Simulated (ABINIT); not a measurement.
# InH (P6_3/mmc): from the cell to the phonon bands, part 3 of 4

How does InH (P6_3/mmc) vibrate, and is this structure a minimum?

ABINIT 10.8.3; DFT LDA, scalar-relativistic, plane waves, HGH norm-conserving pseudopotentials.

So far. Step 6 (Self-consistent run for the response): The cell stands at -0.29 GPa: the relaxation ran with a smoothed and higher cutoff, and the difference is a stress of the finite basis. Step 7 (Zone-centre response): The acoustic modes at Γ come out as far as 1.4 cm⁻¹ from zero, where they should vanish, a small numerical error. The lowest optical mode is imaginary, 776i cm⁻¹, an instability at this level and on this k mesh. The relaxed cell has a = 3.571, c = 5.651 Å (conventional setting).

The structure was built from a prototype and need not be the compound's stable phase.

**8. Phonons on a q mesh**

Linear response treats each wavevector in the unit cell, with no supercell; the 3×3×2 mesh fixes the range of the force constants to be had.

File dfpt_q.abi:

```
ndtset 5

# wavevectors
qpt1 0.3333333333 0.0 0.0
qpt2 0.3333333333 0.3333333333 0.0
qpt3 0.0 0.0 0.5
qpt4 0.3333333333 0.0 0.5
qpt5 0.3333333333 0.3333333333 0.5

# displacements
getwfk_filepath "gso_WFK"
getwfq_filepath "gso_WFK"
kptopt 3
nqpt 1
rfphon 1
rfatpol 1 4
rfdir 1 1 1
tolvrs 1.0d-10
prtwf 0

# basis, mesh and filling
ecut 35.0
ixc 7
ngkpt 9 9 6
nshiftk 1
shiftk 0.0 0.0 0.0
istwfk *1
occopt 7
tsmear 0.01
nband 9
nstep 100
diemac 1000000.0
prtebands 0
prtgsr 0
useylm 1

# cell and atoms
acell 3*1.0 Angstrom
rprim 
    3.571330227 2.3958e-06 0.0
    -1.785667188 3.092861504 0.0
    0.0 0.0 5.650594709
ntypat 2
znucl 49 1
natom 4
typat 1 1 2 2
xred 
    1/3 2/3 0.25
    2/3 1/3 0.75
    2/3 1/3 0.25
    1/3 2/3 0.75
pp_dirpath "./pseudo"
pseudos "In.hgh, H.hgh"
```

Command:

```console
$ OMP_NUM_THREADS=1 mpirun -n 4 abinit dfpt_q.abi > dfpt_q.log
```

Numbers of over 12 decimals in the logs are rounded to 6 here.

dfpt_q.abo, the main output file:

```text
[banners, grids, parts of the stress and lines that vanish by symmetry left out]
- input  file    -> dfpt_q.abi
- output file    -> dfpt_q.abo
- root for input  files -> dfpt_qi
[...]
DATASET    1 : space group P6_3/m m c (#194); Bravais hP (primitive hexag.)
[...]
nfft =       77760          nkpt =         486
[...]
DATASET    2 : space group P6_3/m m c (#194); Bravais hP (primitive hexag.)
[...]
nfft =       77760          nkpt =         486
[...]
DATASET    3 : space group P6_3/m m c (#194); Bravais hP (primitive hexag.)
[...]
nfft =       77760          nkpt =         486
[...]
DATASET    4 : space group P6_3/m m c (#194); Bravais hP (primitive hexag.)
[...]
nfft =       77760          nkpt =         486
[...]
DATASET    5 : space group P6_3/m m c (#194); Bravais hP (primitive hexag.)
[...]
nfft =       77760          nkpt =         486
[...]
== DATASET  1 ==================================================================
[...]
cutoff_energies: {ecut:  35.0, pawecutdg:  -1.0, }
[...]
Exchange-correlation functional for the present dataset will be:
  LDA: Perdew-Wang 92 LSD fit to Ceperley-Alder data - ixc=7
[...]
Perturbation : displacement of atom   1   along direction   1
[...]
-ETOT  1   315.77079863090      2.807E+02 1.219E+01 5.962E+06
 ETOT  2   4.735026     -3.110E+02 1.916E+01 2.019E+04
 ETOT  3   1.944236     -2.791E+00 4.200E-01 9.364E+03
 ETOT  4   1.409338     -5.349E-01 4.948E+00 2.754E+01
 ETOT  5   1.405269     -4.069E-03 7.476E-02 4.346E-01
[...]
At SCF step   12       vres2   =  1.13E-12 < tolvrs=  1.00E-10 =>converged.
[...]
Perturbation : displacement of atom   1   along direction   2
[...]
-ETOT  1   1.645645     -2.330E+01 5.463E+00 4.050E+03
[...]
At SCF step    9       vres2   =  1.15E-11 < tolvrs=  1.00E-10 =>converged.
[...]
Perturbation : displacement of atom   1   along direction   3
[...]
-ETOT  1   27.743074748317     -4.167E+01 6.627E-01 1.735E+05
[...]
At SCF step   10       vres2   =  1.94E-11 < tolvrs=  1.00E-10 =>converged.
[...]
Perturbation : displacement of atom   3   along direction   1
[...]
-ETOT  1   47.752626641734      6.136E-02 3.312E+00 8.763E+05
[...]
At SCF step   11       vres2   =  1.63E-11 < tolvrs=  1.00E-10 =>converged.
[...]
Perturbation : displacement of atom   3   along direction   2
[...]
-ETOT  1   2.509438     -4.405E+01 6.156E-01 8.574E+03
[...]
Perturbation : displacement of atom   3   along direction   3
[...]
-ETOT  1   11.062196398291     -1.015E+02 9.430E-01 7.185E+04
[...]
Phonon wavevector (reduced coordinates) :  0.33333  0.00000  0.00000
 Phonon energies in Hartree :
[...]
Phonon frequencies in cm-1    :
- -5.417230E+02 -5.249802E+02 -2.240144E+02 -1.614762E+02 -1.045271E+02
- -1.828400E+01  1.866461E+01  8.407679E+01  9.192896E+01  1.685083E+02
-  4.348639E+02  4.921254E+02
[...]
== DATASET  2 ==================================================================
[...]
cutoff_energies: {ecut:  35.0, pawecutdg:  -1.0, }
[...]
Exchange-correlation functional for the present dataset will be:
  LDA: Perdew-Wang 92 LSD fit to Ceperley-Alder data - ixc=7
[...]
-  1.00000   1.00000     10605                znucl, zion, pspdat
[...]
Perturbation : displacement of atom   1   along direction   1
[...]
-ETOT  1   23.597995998561     -8.667E+00 3.287E+00 1.389E+05
[...]
Perturbation : displacement of atom   1   along direction   3
[...]
-ETOT  1   27.857251896582     -3.882E+01 2.439E-01 1.825E+05
[...]
Perturbation : displacement of atom   3   along direction   1
[...]
-ETOT  1   7.471694     -3.990E+01 6.171E-01 4.830E+04
[...]
At SCF step   10       vres2   =  1.36E-12 < tolvrs=  1.00E-10 =>converged.
[...]
Perturbation : displacement of atom   3   along direction   3
[...]
-ETOT  1   7.866003     -1.044E+02 5.368E-01 5.446E+04
[...]
ETOT  8  -1.133059     -7.105E-13 2.470E-08 4.186E-09
 ETOT  9  -1.133059     -6.793E-12 4.412E-08 4.858E-11
 At SCF step    9       vres2   =  4.86E-11 < tolvrs=  1.00E-10 =>converged.
[...]
Phonon wavevector (reduced coordinates) :  0.33333  0.33333  0.50000
 Phonon energies in Hartree :
[...]
Phonon frequencies in cm-1    :
- -6.559513E+02 -6.559513E+02 -3.850564E+02 -3.850564E+02 -1.277087E+02
- -1.277087E+02 -3.384075E+01 -3.384075E+01  1.019249E+02  1.019249E+02
-  2.732963E+02  2.732963E+02
[...]
strten3     0.0000000000E+00  0.0000000000E+00  0.0000000000E+00
           
================================================================================
```

Wall time 34 min (4 MPI ranks of Arm Neoverse V1, shared host); 2.3 h of CPU time.

This step gave:

```
lowest mode on the q mesh (acoustic ones at the zone centre apart) : -776.0 cm⁻¹
```

Frequencies (cm⁻¹) before the sum rule at the irreducible wavevectors but Γ, which is solved apart; negative means imaginary. Frequencies by wavevector:

```
    q (fractions)  star  mode 1  mode 2  mode 3  mode 4  mode 10  mode 11  mode 12
       0.3333 0 0     6  -541.7    -525    -224  -161.5    168.5    434.9    492.1
  0.3333 0.3333 0     2  -567.8  -567.8  -317.4  -317.4    100.7    176.1    320.5
          0 0 0.5     1  -377.9  -377.9   -39.2   -39.2    549.9    549.9    549.9
     0.3333 0 0.5     6  -504.7  -504.7  -236.8  -236.8    126.5    461.1    461.1
0.3333 0.3333 0.5     2    -656    -656  -385.1  -385.1    101.9    273.3    273.3
```

**9. Interpolated phonon bands**

anaddb transforms the dynamical matrices to force constants and back along the path; points of the mesh come back as solved, but for the sum rule and, in polar crystals, the LO-TO term at Γ; the rest is interpolation.

File anaddb.abi:

```
ddb_filepath "all_DDB"
output_file "anaddb.abo"
outdata_prefix "anaddb"
ifcflag 1
ngqpt 3 3 2
nqshft 1
q1shft 0.0 0.0 0.0
asr 1
chneut 0
dipdip 0
dipquad 0
quadquad 0
enunit 0
eivec 0
nph1l 93
qph1l 
    0.0 0.0 0.0 1.0
    0.05 0.0 0.0 1.0
    0.1 0.0 0.0 1.0
    0.15 0.0 0.0 1.0
    0.2 0.0 0.0 1.0
    0.25 0.0 0.0 1.0
    0.3 0.0 0.0 1.0
    0.35 0.0 0.0 1.0
    0.4 0.0 0.0 1.0
    0.45 0.0 0.0 1.0
    0.5 0.0 0.0 1.0
    0.48333333 0.03333333 0.0 1.0
    0.46666667 0.06666667 0.0 1.0
    0.45 0.1 0.0 1.0
    0.43333333 0.13333333 0.0 1.0
    0.41666667 0.16666667 0.0 1.0
    0.4 0.2 0.0 1.0
    0.38333333 0.23333333 0.0 1.0
    0.36666667 0.26666667 0.0 1.0
    0.35 0.3 0.0 1.0
    0.33333333 0.33333333 0.0 1.0
    0.3 0.3 0.0 1.0
    0.26666667 0.26666667 0.0 1.0
    0.23333333 0.23333333 0.0 1.0
    0.2 0.2 0.0 1.0
    0.16666667 0.16666667 0.0 1.0
    0.13333333 0.13333333 0.0 1.0
    0.1 0.1 0.0 1.0
    0.06666667 0.06666667 0.0 1.0
    0.03333333 0.03333333 0.0 1.0
    0.0 0.0 0.0 1.0
    0.0 0.0 0.05 1.0
    0.0 0.0 0.1 1.0
    0.0 0.0 0.15 1.0
    0.0 0.0 0.2 1.0
    0.0 0.0 0.25 1.0
    0.0 0.0 0.3 1.0
    0.0 0.0 0.35 1.0
    0.0 0.0 0.4 1.0
    0.0 0.0 0.45 1.0
    0.0 0.0 0.5 1.0
    0.05 0.0 0.5 1.0
    0.1 0.0 0.5 1.0
    0.15 0.0 0.5 1.0
    0.2 0.0 0.5 1.0
    0.25 0.0 0.5 1.0
    0.3 0.0 0.5 1.0
    0.35 0.0 0.5 1.0
    0.4 0.0 0.5 1.0
    0.45 0.0 0.5 1.0
    0.5 0.0 0.5 1.0
    0.48333333 0.03333333 0.5 1.0
    0.46666667 0.06666667 0.5 1.0
    0.45 0.1 0.5 1.0
    0.43333333 0.13333333 0.5 1.0
    0.41666667 0.16666667 0.5 1.0
    0.4 0.2 0.5 1.0
    0.38333333 0.23333333 0.5 1.0
    0.36666667 0.26666667 0.5 1.0
    0.35 0.3 0.5 1.0
    0.33333333 0.33333333 0.5 1.0
    0.3 0.3 0.5 1.0
    0.26666667 0.26666667 0.5 1.0
    0.23333333 0.23333333 0.5 1.0
    0.2 0.2 0.5 1.0
    0.16666667 0.16666667 0.5 1.0
    0.13333333 0.13333333 0.5 1.0
    0.1 0.1 0.5 1.0
    0.06666667 0.06666667 0.5 1.0
    0.03333333 0.03333333 0.5 1.0
    0.0 0.0 0.5 1.0
    0.5 0.0 0.5 1.0
    0.5 0.0 0.45 1.0
    0.5 0.0 0.4 1.0
    0.5 0.0 0.35 1.0
    0.5 0.0 0.3 1.0
    0.5 0.0 0.25 1.0
    0.5 0.0 0.2 1.0
    0.5 0.0 0.15 1.0
    0.5 0.0 0.1 1.0
    0.5 0.0 0.05 1.0
    0.5 0.0 0.0 1.0
    0.33333333 0.33333333 0.5 1.0
    0.33333333 0.33333333 0.45 1.0
    0.33333333 0.33333333 0.4 1.0
    0.33333333 0.33333333 0.35 1.0
    0.33333333 0.33333333 0.3 1.0
    0.33333333 0.33333333 0.25 1.0
    0.33333333 0.33333333 0.2 1.0
    0.33333333 0.33333333 0.15 1.0
    0.33333333 0.33333333 0.1 1.0
    0.33333333 0.33333333 0.05 1.0
    0.33333333 0.33333333 0.0 1.0
```

File mrgddb.in:

```
all_DDB
merged
6
dfpt_gammao_DDB
dfpt_qo_DS1_DDB
dfpt_qo_DS2_DDB
dfpt_qo_DS3_DDB
dfpt_qo_DS4_DDB
dfpt_qo_DS5_DDB
```

Command:

```console
$ mrgddb < mrgddb.in > mrgddb.log
$ OMP_NUM_THREADS=1 anaddb anaddb.abi > anaddb.log
```

anaddb.abo, the main output file:

```text
[banners, grids, parts of the stress and lines that vanish by symmetry left out]
-outvars_anaddb: echo values of input variables ----------------------

 Flags :
[...]
Phonon wavevector (reduced coordinates) :  0.00000  0.00000  0.00000
 Phonon energies in Hartree :
[...]
Phonon frequencies in cm-1    :
- -7.761263E+02 -2.559525E+02 -8.790763E+01 -8.790763E+01  0.000000E+00
-  0.000000E+00  0.000000E+00  8.713195E+01  4.797341E+02  4.797341E+02
-  5.548535E+02  5.548535E+02
[...]
Phonon wavevector (reduced coordinates) :  0.05000  0.00000  0.00000
 Phonon energies in Hartree :
[...]
Phonon frequencies in cm-1    :
- -7.690610E+02 -2.535216E+02 -8.892300E+01 -8.787359E+01 -3.745526E+00
-  7.432326E+00  1.992866E+01  8.735150E+01  4.597259E+02  4.792903E+02
-  5.501302E+02  5.543984E+02
[...]
Phonon wavevector (reduced coordinates) :  0.10000  0.00000  0.00000
 Phonon energies in Hartree :
[...]
Phonon frequencies in cm-1    :
- -7.482963E+02 -2.467444E+02 -9.489974E+01 -8.795223E+01 -7.224928E+00
-  1.392229E+01  3.839223E+01  8.788128E+01  3.974408E+02  4.776087E+02
-  5.347387E+02  5.525187E+02
[...]
Phonon wavevector (reduced coordinates) :  0.15000  0.00000  0.00000
 Phonon energies in Hartree :
[...]
Phonon frequencies in cm-1    :
- -7.150927E+02 -2.371616E+02 -1.220195E+02 -8.863662E+01 -9.992008E+00
-  1.852793E+01  5.424783E+01  8.838905E+01  2.843253E+02  4.738219E+02
-  5.051675E+02  5.479153E+02
[...]
Phonon wavevector (reduced coordinates) :  0.20000  0.00000  0.00000
 Phonon energies in Hartree :
[...]
Phonon frequencies in cm-1    :
- -6.714458E+02 -2.358953E+02 -2.272902E+02 -9.057635E+01 -1.113078E+01
-  2.022766E+01  6.665956E+01  8.846259E+01  1.441401E+02  4.557147E+02
-  4.670225E+02  5.391183E+02
[...]
Phonon wavevector (reduced coordinates) :  0.25000  0.00000  0.00000
 Phonon energies in Hartree :
[...]
Phonon frequencies in cm-1    :
- -6.199507E+02 -3.857657E+02 -2.204055E+02 -9.431494E+01 -8.280209E+00
-  1.749727E+01  7.187341E+01  8.772616E+01  9.233808E+01  3.776521E+02
-  4.568577E+02  5.252164E+02
  Phonon wavevector (reduced coordinates) :  0.30000  0.00000  0.00000
 Phonon energies in Hartree :
[...]
Phonon frequencies in cm-1    :
- -5.636590E+02 -4.919921E+02 -2.199117E+02 -9.996397E+01 -3.705705E+01
- -3.284740E+00  1.126019E+01  8.591459E+01  8.877762E+01  2.568231E+02
-  4.440161E+02  5.064751E+02
  Phonon wavevector (reduced coordinates) :  0.35000  0.00000  0.00000
 Phonon energies in Hartree :
[...]
Phonon frequencies in cm-1    :
[...]
-  4.303839E+02  4.847051E+02
  Phonon wavevector (reduced coordinates) :  0.40000  0.00000  0.00000
 Phonon energies in Hartree :
[...]
Phonon frequencies in cm-1    :
[...]
-  4.186550E+02  4.633001E+02
  Phonon wavevector (reduced coordinates) :  0.45000  0.00000  0.00000
 Phonon energies in Hartree :
[...]
Phonon frequencies in cm-1    :
[...]
-  4.112508E+02  4.469061E+02
  Phonon wavevector (reduced coordinates) :  0.50000  0.00000  0.00000
 Phonon energies in Hartree :
[...]
Phonon frequencies in cm-1    :
[...]
-  4.089102E+02  4.405649E+02
  Phonon wavevector (reduced coordinates) :  0.48333  0.03333  0.00000
 Phonon energies in Hartree :
[...]
Phonon frequencies in cm-1    :
[...]
-  4.028223E+02  4.384625E+02
  Phonon wavevector (reduced coordinates) :  0.46667  0.06667  0.00000
 Phonon energies in Hartree :
[...]
Phonon frequencies in cm-1    :
[...]
-  3.848261E+02  4.322058E+02
  Phonon wavevector (reduced coordinates) :  0.45000  0.10000  0.00000
 Phonon energies in Hartree :
[...]
Phonon frequencies in cm-1    :
[...]
-  3.558708E+02  4.219663E+02
[...]
-  5.586912E+02  5.586912E+02
[...]
Phonon wavevector (reduced coordinates) :  0.00000  0.00000  0.25000
 Phonon energies in Hartree :
[...]
Phonon frequencies in cm-1    :
[...]
- -1.396688E+01  4.157787E+01  8.233469E+01  5.077377E+02  5.077377E+02
-  5.598045E+02  5.598045E+02
  Phonon wavevector (reduced coordinates) :  0.00000  0.00000  0.30000
 Phonon energies in Hartree :
[...]
Phonon frequencies in cm-1    :
- -6.054400E+02 -2.268106E+02 -6.481173E+01 -6.481173E+01 -1.805911E+01
- -1.805911E+01  4.919086E+01  8.023838E+01  5.172786E+02  5.172786E+02
-  5.602913E+02  5.602913E+02
  Phonon wavevector (reduced coordinates) :  0.00000  0.00000  0.35000
 Phonon energies in Hartree :
[...]
Phonon frequencies in cm-1    :
- -5.513807E+02 -2.465124E+02 -5.839020E+01 -5.839020E+01 -2.265841E+01
- -2.265841E+01  5.550467E+01  7.778355E+01  5.267584E+02  5.267584E+02
-  5.597945E+02  5.597945E+02
  Phonon wavevector (reduced coordinates) :  0.00000  0.00000  0.40000
 Phonon energies in Hartree :
[...]
Phonon frequencies in cm-1    :
- -4.939699E+02 -2.801722E+02 -5.187300E+01 -5.187300E+01 -2.774380E+01
[...]
-  5.580130E+02  5.580130E+02
  Phonon wavevector (reduced coordinates) :  0.00000  0.00000  0.45000
 Phonon energies in Hartree :
[...]
Phonon frequencies in cm-1    :
[...]
-  5.547350E+02  5.547350E+02
  Phonon wavevector (reduced coordinates) :  0.00000  0.00000  0.50000
 Phonon energies in Hartree :
[...]
Phonon frequencies in cm-1    :
[...]
Phonon wavevector (reduced coordinates) :  0.33333  0.33333  0.05000
 Phonon energies in Hartree :
[...]
Phonon frequencies in cm-1    :
[...]
-  1.770097E+02  3.204971E+02
  Phonon wavevector (reduced coordinates) :  0.33333  0.33333  0.00000
 Phonon energies in Hartree :
[...]
Phonon frequencies in cm-1    :
- -5.677802E+02 -5.677802E+02 -3.177024E+02 -3.177024E+02 -2.992431E+02
- -5.734967E+01  4.881515E+01  4.881515E+01  1.006531E+02  1.006531E+02
-  1.760563E+02  3.204928E+02
-
```

It took 0.55 s on 1 thread.

Numbers from this step:

| Property | Result |
| --- | --- |
| lowest frequency on the path | -776.1 cm⁻¹ |

Anaddb. Phonon branches along the path, in cm⁻¹:

```csv
point,branch 1,branch 2,branch 3,branch 4,branch 9,branch 10,branch 11,branch 12
Γ,-776,-256,-88,-88,480,480,555,555
halfway,-620,-386,-220,-94,92,378,457,525
M,-600,-505,-384,-281,100,116,409,441
halfway,-584,-533,-367,-285,99,109,276,391
K,-568,-568,-318,-318,101,101,176,320
halfway,-577,-444,-219,-109,98,258,410,508
Γ,-776,-256,-88,-88,480,480,555,555
halfway,-654,-221,-71,-71,508,508,560,560
A,-378,-378,-39,-39,550,550,550,550
halfway,-448,-448,-46,-46,264,264,502,502
L,-590,-590,-372,-372,120,120,407,407
halfway,-622,-622,-378,-378,109,109,344,344
H,-656,-656,-385,-385,102,102,273,273
halfway,-476,-476,-101,-101,158,158,471,471
A,-378,-378,-39,-39,550,550,550,550
jump to L,-590,-590,-372,-372,120,120,407,407
halfway,-587,-545,-380,-348,106,122,404,427
M,-600,-505,-384,-281,100,116,409,441
jump to H,-656,-656,-385,-385,102,102,273,273
halfway,-609,-609,-361,-361,102,102,201,316
K,-568,-568,-318,-318,101,101,176,320
```

The path dips to 776i cm⁻¹.

(Continued in part 4 of 4.)

[Host names and launcher messages were left out of these logs when they were recorded.]

[Logs are printed without paths, hosts, clocks, repeated set-up lines and the standing remarks that a program may print on its own settings, such as how far it seeks lower states.]

[Hosts, paths, dates, database ids (printed as entryN), source tags and the programs' standing remarks are cut or masked in the printed files.]
